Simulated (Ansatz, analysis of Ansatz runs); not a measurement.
# Moving an added hole between Fe sites in NaFeF3 (Cmcm), part 2 of 2

Question: does an added hole stay on the Fe atom where it is started in NaFeF3 (Cmcm), and if so, how high is the barrier for a hop to another Fe site nearby? Model: a cell of 60 host atoms.

Ansatz 0.2.0; plane-wave PAW DFT, PBEsol+U; relaxation of all atoms of a supercell at fixed charge in a uniform background; PAW set soft_1.

So far. Step 2 (The cell without the carrier): The largest displacement from an ideal site is 0.011 Å. Step 3 (The hole on the first site): The largest changes of the moments are 0.58 μB on Fe26, 0.07 μB on F32 and 0.07 μB on F30. The largest part sits on the chosen site.

### 4. The hole on the second site

The same start is made on the second site, to get the end of the hop.

File B.relax/input.yaml:

```yaml
crystal:
  lattice:
    - [9.39113868, 0.0, 0.0]
    - [0.0, 10.23240737, 8.5e-07]
    - [0.0, 6.1e-07, 7.41163386]
  atoms:
    - { symbol: Na, position: [-0.000378, 0.749126, 0.250555] }
    - { symbol: Na, position: [0.166438, 0.249243, 0.251017] }
[... 3 atom lines left out ...]
    - { symbol: Fe, position: [0.166607, 0.499885, 0.50059], spin: 5.0 }
[... 3 atom lines left out ...]
    - { symbol: F, position: [0.166339, 0.57791, 0.262925] }
[... 1 atom line left out ...]
    - { symbol: F, position: [0.166768, 0.42195, 0.738248] }
[... 13 atom lines left out ...]
    - { symbol: Fe, position: [0.499894, 0.499608, 0.500031], spin: 4.0 }
[... 6 atom lines left out ...]
    - { symbol: F, position: [0.325338, 0.624788, 0.556307] }
[... 1 atom line left out ...]
    - { symbol: F, position: [0.325347, 0.374778, 0.444665] }
[... 24 atom lines left out ...]
    - { symbol: F, position: [0.833105, 0.868706, 0.059187] }
total_charge: 1
basis:
  ecutwfc: 420
  xc_grid: 2
hamiltonian:
  xc: pbesol
  hubbard:
    sites: [{ species: Fe, l: d, u_eff: 5.0 }]
    projectors: ortho-atomic
  pseudopotentials: { kind: paw, azcp: { folder: soft_1 }, xc_functional: pbe }
kpoints:
  mp_grid: { grid: [1, 1, 1] }
magnetization:
  spin_polarized: true
  initial_magnetization: 1
  spin_locking: { lock_magnetization: hard }
scf:
  occupations: { method: fermi_dirac, width: 0.01 }
  max_iter: 120
  lower_state_search: "off"
output:
  forces: true
relax:
  f_tol: 0.015
  max_steps: 70
  escape_saddle: false
checkpoint:
  write: "../B.relax.run"
  compress: false
  write_wavefunctions: true
  write_every: 100000
```

Run with:

```sh
$ ansatz run input.yaml --threads 8 --pin off --max-ram 17899MiB --backend cpu --events-out ev --progress --plain --runs-dir out
```

Numbers of over 12 decimals in the logs are rounded to 6 here.

Output:

```text
[...]
Crystal: 60 atoms, lattice volume = 712.213 Å³
Basis set: ecut = 420 eV, 13917 PW (Γ), exchange–correlation on 128×144×100 points (8 copies of the dense FFT grid, shifted against one another)
Bands: 336, of which v1, the nominal top of the filled ones, is band 276 counted from 1 (275 counted from 0)
Symmetry: 1 space group operations
[...]
k-points: 1
[...]
Starting moments: Σ|m| = 49 μB on 12 of 60 sites
[...]
SCF iter   1: F=—  HF=-100134.977603 eV  |F-HF|=—  |Δ(HF+E_count)|=         —  Δρ=3.47e-1 (↑3.47e-1 ↓3.41e-1)  dr2=2.54e3  dr2_m=1.98e2  M=1.000 μB ∫|m|=14.766 μB  β_m=0.30  ethr=3.10e-3  ⟨swp⟩=5.0  Hψ=2109  notcnv=0  defer=49
[...]
F+E_penalty+E_count = -99940.07795692 eV   max|allowed force component| = 6.687e-3 eV/Å
  atoms:
    - { symbol: Na, position: [-0.000619, 0.753932, 0.246136] }
    - { symbol: Na, position: [0.166401, 0.240885, 0.238339] }
    [... 3 atoms left out ...]
    - { symbol: Fe, position: [0.166456, 0.499836, 0.500458] }
    [... 3 atoms left out ...]
    - { symbol: F, position: [0.166460, 0.578762, 0.261954] }
    [... 1 atom left out ...]
    - { symbol: F, position: [0.166445, 0.420932, 0.738941] }
    [... 8 atoms left out ...]
    - { symbol: Na, position: [0.333531, 0.753917, 0.246179] }
    [... 1 atom left out ...]
    - { symbol: Na, position: [0.333555, 0.245707, 0.754919] }
    [... 2 atoms left out ...]
    - { symbol: Fe, position: [0.501097, 0.499761, 0.500347] }
    [... 3 atoms left out ...]
    - { symbol: F, position: [0.495797, 0.580668, 0.253671] }
    [... 1 atom left out ...]
    - { symbol: F, position: [0.495780, 0.418979, 0.747107] }
    - { symbol: F, position: [0.318876, 0.622242, 0.565986] }
    [... 1 atom left out ...]
    - { symbol: F, position: [0.318827, 0.377407, 0.434813] }
    [... 25 atoms left out ...]
[key lines of the parts left out:]
SCF converged after 15 iterations
Magnetization: 1.0000 μB (276.0000 up, 275.0000 down)
Free energy (F): -99940.077957 eV
Fermi energy:    6.053120 (↑ 7.080601, ↓ 6.051669) eV
```

Wall time 63 s (8 threads of Arm Neoverse V2, shared host); peak memory 1.7 GiB.

Distances from Fe6 without and with the hole:

| atom | without (Å) | with (Å) |
| --- | --- | --- |
| F12 | 2.03 | 1.94 |
| F10 | 2.03 | 1.94 |
| F15 | 2.11 | 1.96 |
| F33 | 2.11 | 1.96 |
| F13 | 2.11 | 1.96 |
| F35 | 2.11 | 1.96 |

The largest changes of the moments are 0.58 μB on Fe6, 0.07 μB on F12 and 0.07 μB on F10. The largest part sits on the chosen site.

### 5. Points on the line between the two structures

All atoms move on the straight line between the two relaxed structures, 2.52 amu^1/2 Å long in mass-weighted terms. Each point starts from the state of the point before, once from either end, so that both localised states can be followed; the midpoint is also started with the carrier shared.

File A.x0500/input.yaml:

```yaml
crystal:
  lattice:
    - [9.39113868, 0.0, 0.0]
    - [0.0, 10.23240737, 8.5e-07]
    - [0.0, 6.1e-07, 7.41163386]
  atoms:
    - { symbol: Na, position: [-0.000419, 0.75193, 0.248992] }
    - { symbol: Na, position: [0.165213, 0.242892, 0.241361] }
[... 3 atom lines left out ...]
    - { symbol: Fe, position: [0.165806, 0.499828, 0.500459], spin: 4.0 }
[... 3 atom lines left out ...]
    - { symbol: F, position: [0.168459, 0.57972, 0.257849] }
[... 15 atom lines left out ...]
    - { symbol: Fe, position: [0.500444, 0.499769, 0.500356], spin: 5.0 }
[... 3 atom lines left out ...]
    - { symbol: F, position: [0.497795, 0.5797, 0.257785] }
[... 2 atom lines left out ...]
    - { symbol: F, position: [0.333144, 0.622234, 0.565996] }
[... 1 atom line left out ...]
    - { symbol: F, position: [0.333101, 0.377397, 0.434791] }
[... 24 atom lines left out ...]
    - { symbol: F, position: [0.833111, 0.867114, 0.057476] }
total_charge: 1
basis:
  ecutwfc: 420
  xc_grid: 2
hamiltonian:
  xc: pbesol
  hubbard:
    sites: [{ species: Fe, l: d, u_eff: 5.0 }]
    projectors: ortho-atomic
  pseudopotentials: { kind: paw, azcp: { folder: soft_1 }, xc_functional: pbe }
kpoints:
  mp_grid: { grid: [1, 1, 1] }
magnetization:
  spin_polarized: true
  initial_magnetization: 1
  spin_locking: { lock_magnetization: hard }
scf:
  occupations: { method: fermi_dirac, width: 0.01 }
  max_iter: 120
  lower_state_search: "off"
output:
  forces: true
  eigenvalues: true
  eigenstates: { localisation: true }
  write_density: true
  write_potential: true
  volumetric_format: npy
checkpoint:
  read: "../A.x0375.run"
  write: "../A.x0500.run"
  compress: false
  write_wavefunctions: true
  write_every: 100000
```

Output:

```text
[...]
Warning: checkpoint.read: the run can stay near the saved state's solution: 60 site(s) moved relative to the saved geometry (max |Δs| = 3.568e-3 fractional); [...]
[...]
Crystal: 60 atoms, lattice volume = 712.213 Å³
Basis set: ecut = 420 eV, 13917 PW (Γ), exchange–correlation on 128×144×100 points (8 copies of the dense FFT grid, shifted against one another)
Bands: 336, of which v1, the nominal top of the filled ones, is band 276 counted from 1 (275 counted from 0)
Symmetry: 1 space group operations
[...]
k-points: 1
[...]
Starting moments: Σ|m| = 49 μB on 12 of 60 sites; this step starts from the density that it was given
[...]
SCF iter   1: F=—  HF=-99939.676147 eV  |F-HF|=—  |Δ(HF+E_count)|=         —  Δρ=2.51e-3 (↑9.66e-4 ↓2.51e-3)  dr2=5.13e-2  dr2_m=9.55e-3  M=1.000 μB ∫|m|=48.238 μB  β_m=0.30  ethr=9.10e-6  ⟨swp⟩=4.5  Hψ=3721  notcnv=0
[...]
spin=Collinear: Resta preconditioning applied to the charge; magnetization (m = ρ↑ − ρ↓) channel mixes plain (no charge-response kernel on spin).
SCF iter   2: F=—  HF=-99939.674422 eV  |F-HF|=—  |Δ(HF+E_count)|=   1.73e-3  Δρ=1.12e-3 (↑7.95e-4 ↓1.12e-3)  dr2=9.00e-3  dr2_m=1.95e-3  M=1.000 μB ∫|m|=48.243 μB  β_m=0.38  ethr=9.10e-6  ⟨swp⟩=3.5  Hψ=1340  notcnv=0
[...]
SCF iter  34: F=-99939.679940 eV  HF=-99939.679940 eV  |F-HF|=2.86e-8  |Δ(HF+E_count)|=   2.65e-7  Δρ=2.89e-6 (↑1.72e-6 ↓2.89e-6)  dr2=7.04e-8  dr2_m=8.65e-9  M=1.000 μB ∫|m|=48.253 μB  ethr=1.81e-11  ⟨swp⟩=11.5  Hψ=5114  notcnv=0
SCF 1 converged in 34 iterations: F = -99939.679940 eV  dr2 = 7.04e-8
[...]
SCF converged after 34 iterations
[...]
Magnetization: 1.0000 μB (276.0000 up, 275.0000 down)
Absolute magnetization: 48.2648 μB (∫|ρ↑−ρ↓|, with the PAW one-centre terms)
[...]
Per-site moments (μB) at R_I (Å): [(2.8379238136839845e-5, 0.968815), (3.880200562228107e-5, 0.940457), (2.983682003194826e-5, 0.968904), [... 57 left out ...]
Free energy (F): -99939.679940 eV
[...]
Internal energy: -99939.679939 eV  (E = F + TS)
E sigma→0 (E₀):  -99939.679939 eV
Entropy (-TS):   -0.000000 eV (-0.000 meV/atom)
Fermi energy:    5.706957 (↑ 7.067536, ↓ 5.706957) eV
[...]
--- Forces (eV/Å), atoms counted from 1 ---
  atom   1  Na     0.05441645    -0.05837587     0.03560689
  atom   2  Na    -0.04120388     0.08730904     0.04525732
  [... 3 atoms left out ...]
  atom   6  Fe     0.07161898     0.00041051    -0.00038643
  [... 3 atoms left out ...]
  atom  10  F      0.05852866     0.14016407    -0.45679418
  [... 1 atom left out ...]
  atom  12  F      0.05919872    -0.14066617     0.45766322
  [... 8 atoms left out ...]
  atom  21  Na    -0.09799833    -0.00475199     0.01010381
  [... 1 atom left out ...]
  atom  23  Na    -0.09855145     0.00508187    -0.00950044
  [... 2 atoms left out ...]
  atom  26  Fe    -0.63859985     0.00072324     0.00065885
  [... 3 atoms left out ...]
  atom  30  F      0.07268934    -0.16863363     0.48508533
  [... 1 atom left out ...]
  atom  32  F      0.07297492     0.16832519    -0.48550338
  atom  33  F      0.94575211     0.01376751     0.02256082
  [... 1 atom left out ...]
  atom  35  F      0.94635082    -0.01407194    -0.02307124
  [... 25 atoms left out ...]
  max |Σ_I F_I| component: 7.08e-6 eV/Å
--- Band table (eV) ---
[...]
Occupation matrices written to <dir>
```

Elapsed: 24 s, on 8 threads; peak memory 1.6 GiB; 3 min of CPU time.

States next to the filling edge at the first k-point, on the run's own zero (eigenstates.tsv). The participation number counts the atoms that a state is spread over, of 60; bands count from 0.

| spin | band | energy (eV) | occupation | participation | largest share on | share |
| --- | --- | --- | --- | --- | --- | --- |
| down | 269 | 4.535 | 1.00 | 11.4 | Fe7 | 0.13 |
| down | 270 | 4.737 | 1.00 | 1.5 | Fe46 | 0.80 |
| down | 271 | 5.115 | 1.00 | 4.1 | Fe45 | 0.39 |
| down | 272 | 5.347 | 1.00 | 3.5 | Fe45 | 0.44 |
| down | 273 | 5.383 | 1.00 | 2.7 | Fe5 | 0.49 |
| down | 274 | 5.561 | 1.00 | 2.0 | Fe6 | 0.68 |
| down | 275 | 5.853 | 0.00 | 1.8 | Fe26 | 0.72 |
| down | 276 | 6.725 | 0.00 | 1.2 | Fe26 | 0.90 |
| down | 277 | 6.835 | 0.00 | 1.3 | Fe26 | 0.89 |
| down | 278 | 7.154 | 0.00 | 1.6 | Fe26 | 0.78 |
| down | 279 | 7.220 | 0.00 | 1.5 | Fe26 | 0.81 |
| up | 270 | 4.835 | 1.00 | 1.6 | Fe28 | 0.79 |
| up | 271 | 5.010 | 1.00 | 3.0 | Fe48 | 0.56 |
| up | 272 | 5.084 | 1.00 | 5.9 | Fe47 | 0.24 |
| up | 273 | 5.235 | 1.00 | 1.7 | Fe8 | 0.75 |
| up | 274 | 5.322 | 1.00 | 2.8 | Fe27 | 0.46 |
| up | 275 | 5.359 | 1.00 | 2.4 | Fe7 | 0.63 |
| up | 276 | 8.776 | 0.00 | 54.4 | Fe26 | 0.04 |
| up | 277 | 9.501 | 0.00 | 1.4 | Fe28 | 0.84 |
| up | 278 | 9.601 | 0.00 | 1.4 | Fe28 | 0.85 |
| up | 279 | 9.811 | 0.00 | 1.7 | Fe48 | 0.76 |
| up | 280 | 9.872 | 0.00 | 1.3 | Fe48 | 0.86 |

Under PBEsol+U (5 eV) at the zone centre alone, the highest filled state is spin down, spread over 2 of 60 atoms, and the lowest empty one, 0.29 eV above it, is spin down, spread over 2 of 60 atoms.

Spin density in the bc plane at fractional x = 0.333, through the centre, with atoms of Na and Fe and F within 0.45 Å of it.

Values in e/Å³, 11 rows by 16 columns, each cell a mean:
```
-1.8 -0.1  0.0  0.0  0.0  0.0  0.0  0.0  0.0  0.0 -0.1  0.0  0.0  0.0 -0.1 -1.6
-0.1  0.0  0.0  0.0  0.0  0.0  0.0  0.0  0.0  0.0  0.0  0.0  0.0  0.0  0.0  0.0
 0.0  0.0  0.0  0.0  0.0  0.0  0.0  0.0  0.0  0.0  0.0  0.0  0.0  0.0  0.0  0.0
 0.0  0.0  0.0  0.0  0.0  0.0  0.0  0.0  0.0  0.0  0.0  0.0  0.0  0.0  0.0  0.0
 1.1  0.0  0.0  0.0  0.0  0.0  0.0  0.0  0.0  0.1  0.1  0.0  0.0  0.0  0.1  1.0
 4.2  0.3  0.0  0.0  0.0  0.0  0.1  0.0  0.0  0.0  0.0  0.0  0.0  0.0  0.1  2.3
 0.6  0.1  0.0  0.0  0.0  0.0  0.1  0.0  0.0  0.0  0.0  0.0  0.0  0.0  0.0  0.2
 0.0  0.0  0.0  0.0  0.0  0.0  0.0  0.0  0.0  0.0  0.0  0.0  0.0  0.0  0.0  0.0
 0.0  0.0  0.0  0.0  0.0  0.0  0.0  0.0  0.0  0.0  0.0  0.0  0.0  0.0  0.0  0.0
-0.3  0.0  0.0  0.0  0.0  0.0  0.0  0.0  0.0  0.0  0.0  0.0  0.0  0.0  0.0 -0.1
-3.8 -0.3  0.0  0.0  0.0  0.0 -0.1  0.0  0.0  0.0  0.0  0.0  0.0  0.0 -0.1 -1.8
```
Columns run along b (10.2 Å), rows up along c (7.4 Å). Atoms in or near the plane, at fractional coordinates: Na at (0.75, 0.25), Na at (0.25, 0.75), Fe at (0.00, 0.50), Fe at (0.00, 0.00), F at (0.08, 0.25), F at (0.92, 0.75), F at (0.62, 0.57), F at (0.38, 0.43), F at (0.63, 0.95), F at (0.37, 0.06).

Electrostatic potential energy in the bc plane at fractional x = 0.333, through the centre, with atoms of Na and Fe and F within 0.45 Å of it. With pseudopotentials it is smooth inside the atoms' cores, unlike the true potential.

Ten even steps from '_' (-49 eV) to '@' (11 eV), each cell a mean:
```
__..++%%@@@@@@@@@@@@####@@@@@@@@##::..::##@@@@@@@@@@##--__
::++%%@@@@@@@@@@@@@@@@@@@@@@@@@@%%--..--%%@@@@@@@@@@%%**--
##%%@@@@@@@@%%%%%%@@@@@@@@@@@@@@@@##++##@@@@@@@@@@@@%%%%##
@@@@@@@@@@%%==::==%%@@@@@@@@@@@@@@@@@@@@@@@@@@@@@@##==++##
@@@@@@@@@@**______##@@@@@@@@@@@@@@@@@@@@@@@@@@@@@@==..::++
@@@@@@@@@@**____..##@@@@@@@@@@@@@@@@@@@@@@@@@@@@@@==..::++
@@@@@@@@@@%%++==**%%@@@@@@@@@@@@@@@@@@@@@@@@@@@@@@%%++++%%
##%%@@@@@@@@%%%%%%@@@@@@@@@@@@@@%%++==**@@@@@@@@@@@@@@%%##
::==##@@@@@@@@@@@@@@@@@@@@@@@@@@**::..--%%@@@@@@@@@@%%**::
__..++%%@@@@@@@@@@@@%%%%@@@@@@@@**::..==@@@@@@@@@@@@##--__
____==%%@@@@@@@@@@%%----++@@@@@@@@**++%%@@@@@@@@@@@@##::__
__::**@@@@@@@@@@@@**....--%%@@@@@@@@@@@@@@@@@@@@@@@@%%++..
++**%%@@@@@@@@@@@@##--::++@@@@@@@@@@@@@@@@@@@@@@@@@@@@%%**
%%%%##%%@@@@@@@@@@@@####%%@@@@@@@@@@@@@@%%##**%%@@@@@@@@%%
%%==::--%%@@@@@@@@@@@@@@@@@@@@@@@@@@@@@@**....==%%@@@@@@@@
%%--..::**@@@@@@@@@@@@@@@@@@@@@@@@@@@@%%--____::%%@@@@@@@@
%%==::==%%@@@@@@@@@@@@@@@@@@@@@@@@@@@@@@++..__==%%@@@@@@@@
%%%%##%%@@@@@@@@@@@@%%%%@@@@@@@@@@@@@@@@%%****%%@@@@@@@@%%
==**%%@@@@@@@@@@@@##----**@@@@@@@@@@@@@@@@@@@@@@@@@@@@##++
__::**%%@@@@@@@@@@++....==@@@@@@@@@@@@@@@@@@@@@@@@@@%%==..
____==%%@@@@@@@@@@**::::++@@@@@@@@**==**@@@@@@@@@@@@##::__
```
Columns run along b (10.2 Å; values clipped at the 3rd and 97th percentile), rows up along c (7.4 Å). Atoms in or near the plane, at fractional coordinates: Na at (0.75, 0.25), Na at (0.25, 0.75), Fe at (0.00, 0.50), Fe at (0.00, 0.00), F at (0.08, 0.25), F at (0.92, 0.75), F at (0.62, 0.57), F at (0.38, 0.43), F at (0.63, 0.95), F at (0.37, 0.06).

Valence density in the bc plane at fractional x = 0.333, through the centre, with atoms of Na and Fe and F within 0.45 Å of it. It is the smooth field of the valence electrons, not physical close to the nuclei.

Ten steps, logarithmic in the rise over the least value, from '0' (0 e/Å³) to '9' (26 e/Å³), each cell a mean:
```
97310000023321013687310000158
54200000001100013676310000125
21000011100000002454200001222
10000156410000000111000013553
10000389720000000000000025775
10000378720000000000000025774
10000145300000001221000013553
21000001000000013564200001222
64200000000100014786300000125
97310000013321014676200000158
97300000136642112443100000169
75200000147863100111000000147
32110000136752000000000000013
13431000023421000000123100001
25763100001100000000377410000
36874100000000000000589610000
25663100000000000000477510000
13331000023320000000133100001
42110000146641000000000000023
86200000258852001222000000147
98310000146642012454200000169
```
Columns run along b (10.2 Å), rows up along c (7.4 Å). Atoms in or near the plane, at fractional coordinates: Na at (0.75, 0.25), Na at (0.25, 0.75), Fe at (0.00, 0.50), Fe at (0.00, 0.00), F at (0.08, 0.25), F at (0.92, 0.75), F at (0.62, 0.57), F at (0.38, 0.43), F at (0.63, 0.95), F at (0.37, 0.06).

Free energies from the first end:

| started from | fraction | energy (eV) | moment change on Fe26 (μB) | on Fe6 (μB) |
| --- | --- | --- | --- | --- |
| first site | 0 | 0.000 | 0.58 | -0.02 |
| first site | 0.125 | 0.027 | 0.58 | -0.02 |
| first site | 0.25 | 0.106 | 0.58 | -0.03 |
| first site | 0.375 | 0.235 | 0.57 | -0.02 |
| first site | 0.5 | 0.398 | 0.51 | 0.09 |
| first site | 0.625 | 0.235 | -0.03 | 0.57 |
| second site | 0.875 | 0.027 | -0.02 | 0.58 |
| second site | 0.75 | 0.106 | -0.03 | 0.58 |
| second site | 0.625 | 0.235 | -0.03 | 0.57 |
| second site | 0.5 | 0.398 | 0.09 | 0.51 |
| second site | 0.375 | 0.235 | 0.57 | -0.02 |
| shared | 0.5 | 0.398 | 0.09 | 0.51 |
| second site | 1 | 0.000 | -0.02 | 0.58 |

### 6. Results

```json
{
 "barrier forward": "0.40 eV",
 "barrier backward": "0.40 eV",
 "distance of the two sites without the carrier": "3.13 Å",
 "carrier at the midpoint": "on one site"
}
```

On this line the hole must cross 0.40 eV to hop 3.13 Å; both ends have the same energy within 0.005 eV. At the midpoint the lowest state found keeps the carrier on one site, so the two localised curves cross in a cusp. This suggests weak coupling and a hop slower than the barrier alone implies, though U itself penalises the shared state. The start with the carrier shared fell onto one site. With an assumed attempt frequency of 1e13 per second the rate at 300 K would be 2e+06 per second for this barrier, if every crossing succeeded. A straight line need not be the lowest path, so the true barrier at this U can be lower, or higher if the ends can still break their symmetry. No run compares the localised hole with one spread in the band, so its binding is unknown and the barrier may exceed it. The magnetic order was assumed and need not be the ground state. The total moment is locked, so a carrier of the other spin direction was not tried. The program's search for lower electronic states was switched off in all runs, so that each state is followed; none is shown to be the lowest at its structure. No image-charge correction is applied; it nearly cancels along the line while the charge stays localised. What this leaves open: sampling at the zone centre alone can move energies of charged and open-shell states by tenths of an eV or more in cells of this size; the images are only 7.4 Å apart; gap and trapping depend on the U chosen (Fe d 5.0 eV).

[Logs are printed without paths, hosts, clocks, repeated set-up lines and the standing remarks that a program may print on its own settings, such as how far it seeks lower states.]

[Hosts, paths, dates, database ids (printed as entryN), source tags and the programs' standing remarks are cut or masked in the printed files.]
